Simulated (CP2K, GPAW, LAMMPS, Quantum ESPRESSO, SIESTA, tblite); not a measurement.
**A faulty CP2K run on glassy 29TiO2-71Al2O3 (mol %) (137 atoms)**

Program: CP2K 2026.2, a calculation on a cell of 9 Ti, 44 Al and 84 O, 10.9 Å³ an atom.

input.inp reads:

```
&GLOBAL
  PROJECT cell
  RUN_TYPE ENERGY_FORCE
  PRINT_LEVEL LOW
&END GLOBAL
&FORCE_EVAL
  METHOD QS
  STRESS_TENSOR ANALYTICAL
  &DFT
    BASIS_SET_FILE_NAME BASIS_MOLOPT
    POTENTIAL_FILE_NAME GTH_POTENTIALS
    &MGRID
      CUTOFF 800
      REL_CUTOFF 50
      NGRIDS 5
    &END MGRID
    &QS
      EPS_DEFAULT 1.0E-04
    &END QS
    &SCF
      SCF_GUESS ATOMIC
      EPS_SCF 1.0E-06
      MAX_SCF 25
      &OT
        MINIMIZER DIIS
        PRECONDITIONER FULL_ALL
        ENERGY_GAP 0.001
      &END OT
      &OUTER_SCF
        EPS_SCF 1.0E-06
        MAX_SCF 1
      &END OUTER_SCF
      &PRINT
        &RESTART OFF
        &END RESTART
      &END PRINT
    &END SCF
    &XC
      &XC_FUNCTIONAL PBE
      &END XC_FUNCTIONAL
    &END XC
    &PRINT
      &MULLIKEN ON
      &END MULLIKEN
      &HIRSHFELD ON
        SHAPE_FUNCTION DENSITY
      &END HIRSHFELD
      &MO_CUBES
        NHOMO 1
        NLUMO 4
        WRITE_CUBE F
      &END MO_CUBES
    &END PRINT
  &END DFT
  &SUBSYS
    &CELL
      A 11.41591 0.00000 0.00000
      B 0.00000 11.41591 0.00000
      C 0.00000 0.00000 11.41591
    &END CELL
    &TOPOLOGY
      COORD_FILE_NAME structure.xyz
      COORD_FILE_FORMAT XYZ
    &END TOPOLOGY
    &KIND Ti
      BASIS_SET DZVP-MOLOPT-SR-GTH-q12
      POTENTIAL GTH-PBE-q12
    &END KIND
    &KIND Al
      BASIS_SET DZVP-MOLOPT-SR-GTH-q3
      POTENTIAL GTH-PBE-q3
    &END KIND
    &KIND O
      BASIS_SET DZVP-MOLOPT-SR-GTH-q6
      POTENTIAL GTH-PBE-q6
    &END KIND
  &END SUBSYS
  &PRINT
    &FORCES ON
    &END FORCES
    &STRESS_TENSOR ON
    &END STRESS_TENSOR
  &END PRINT
&END FORCE_EVAL
```

structure.xyz reads:

```xyz
137

Ti 8.50109 8.57769 6.77705
Ti 6.68972 10.42352 0.57513
Ti 4.47698 0.31965 7.70357
Ti 4.16909 0.84238 4.57493
Ti 0.08779 0.62251 0.72776
Ti 6.74441 7.48404 3.71919
Ti 11.13428 6.42933 5.86812
Ti 4.09203 8.58465 0.03916
Ti 10.46074 2.55762 6.48036
Al 1.27561 11.04021 3.60423
[... 123 atom lines left out ...]
O 2.91711 5.45966 9.21127
O 3.08207 5.48854 3.28847
O 7.81214 6.38184 2.65249
O 4.57481 10.84443 5.91824
```

Command:

```sh
OMP_NUM_THREADS=1 mpirun -np 4 cp2k.psmp -i input.inp > output.txt
```

Numbers of over 12 decimals in the logs are rounded to 6 here.

The log of the run:

```text
CP2K| version string:                                       CP2K version 2026.2
 CP2K| Input file name                                                 input.inp
 GLOBAL| Basis set file name                                        BASIS_MOLOPT
 GLOBAL| Potential file name                                      GTH_POTENTIALS
 GLOBAL| Run type                                                   ENERGY_FORCE
 GLOBAL| Total number of message passing processes                             4
 GLOBAL| Number of threads for this process                                    1
 TOTAL NUMBERS AND MAXIMUM NUMBERS
  Total number of            - Atomic kinds:                                   3
                             - Atoms:                                        137
                             - Shell sets:                                   137
                             - Shells:                                       712
                             - Primitive Cartesian functions:                650
                             - Cartesian basis functions:                   2071
[... lines left out ...]
 Number of electrons:                                                        744
[... lines left out ...]
  Step     Update method      Time    Convergence         Total energy    Change
[... lines left out ...]
  Total energy:                                             -1970.734110
[... lines left out ...]
  Minimizer      : DIIS                : direct inversion
                                         in the iterative subspace
                                         using   7 DIIS vectors
                                         safer DIIS on
  Preconditioner : FULL_ALL            : diagonalization, state selective
  Precond_solver : DEFAULT
  stepsize       :    0.15000000                  energy_gap     :    0.00100000
  eps_taylor     :   0.10000E-15                  max_taylor     :             4
  ----------------------------------- OT ---------------------------------------
  Step     Update method      Time    Convergence         Total energy    Change
[...]
2 OT SD       0.15E+00    2.7     0.00405964     -1970.6874632395  4.88E-02
     3 OT SD       0.15E+00    2.8     0.00913394     -1970.6075339235  7.99E-02
     4 OT SD       0.15E+00    2.7     0.00963990     -1970.4918185629  1.16E-01
[...]
22 OT DIIS     0.15E+00    2.6     0.00384937     -1970.6945981610 -1.96E-01
    23 OT DIIS     0.15E+00    2.6     0.00147337     -1970.7161720459 -2.16E-02
    24 OT SD       0.15E+00    2.5     0.00769077     -1970.5828046018  1.33E-01
    25 OT SD       0.15E+00    2.5     0.00370591     -1970.5492871784  3.35E-02
  Leaving inner SCF loop after reaching    25 steps.
  Electronic density on regular grids:       -743.9840303272        0.0159696728
  Core density on regular grids:              743.9658491902       -0.0341508098
  Total charge density on r-space grids:       -0.0181811370
  Total charge density g-space grids:          -0.0181811370
  Overlap energy of the core charge distribution:               2.49641e-07
  Self energy of the core charge distribution:              -4698.536522
  Core Hamiltonian energy:                                   1310.010130
  Hartree energy:                                            1822.509350
  Exchange-correlation energy:                               -404.532245
  Total energy:                                             -1970.549287
  outer SCF iter =    2 RMS gradient =   0.37E-02 energy =      -1970.5492871784
  outer SCF loop FAILED to converge after    2 iterations or   50 steps
 *   ___                                                                       *
 *  /   \                                                                      *
 * [ABORT]                                                                     *
 *  \___/     SCF run NOT converged. To continue the calculation regardless,   *
 *    |             please set the keyword IGNORE_CONVERGENCE_FAILURE.         *
 *  O/|                                                                        *
 * /| |                                                                        *
```

Elapsed: 2.3 min, on 4 MPI ranks of Arm Neoverse V1, shared host; peak memory 4.3 GiB.

Banners, paths, timers and routine set-up lines are dropped from the logs unmarked, and long logs keep their key lines alone; longer cuts are marked.

Why should this run not be trusted?

Integrals screened far too loosely: EPS_DEFAULT 0.0001.

The run ended unconverged.

[Also dropped from logs without a mark: logging warnings of Python, and SIESTA's first energy breakdown and zero terms.]

[Logs are printed without paths, hosts, clocks, repeated set-up lines and the standing remarks that a program may print on its own settings, such as how far it seeks lower states.]

[Hosts, paths, dates, database ids (printed as entryN), source tags and the programs' standing remarks are cut or masked in the printed files.]
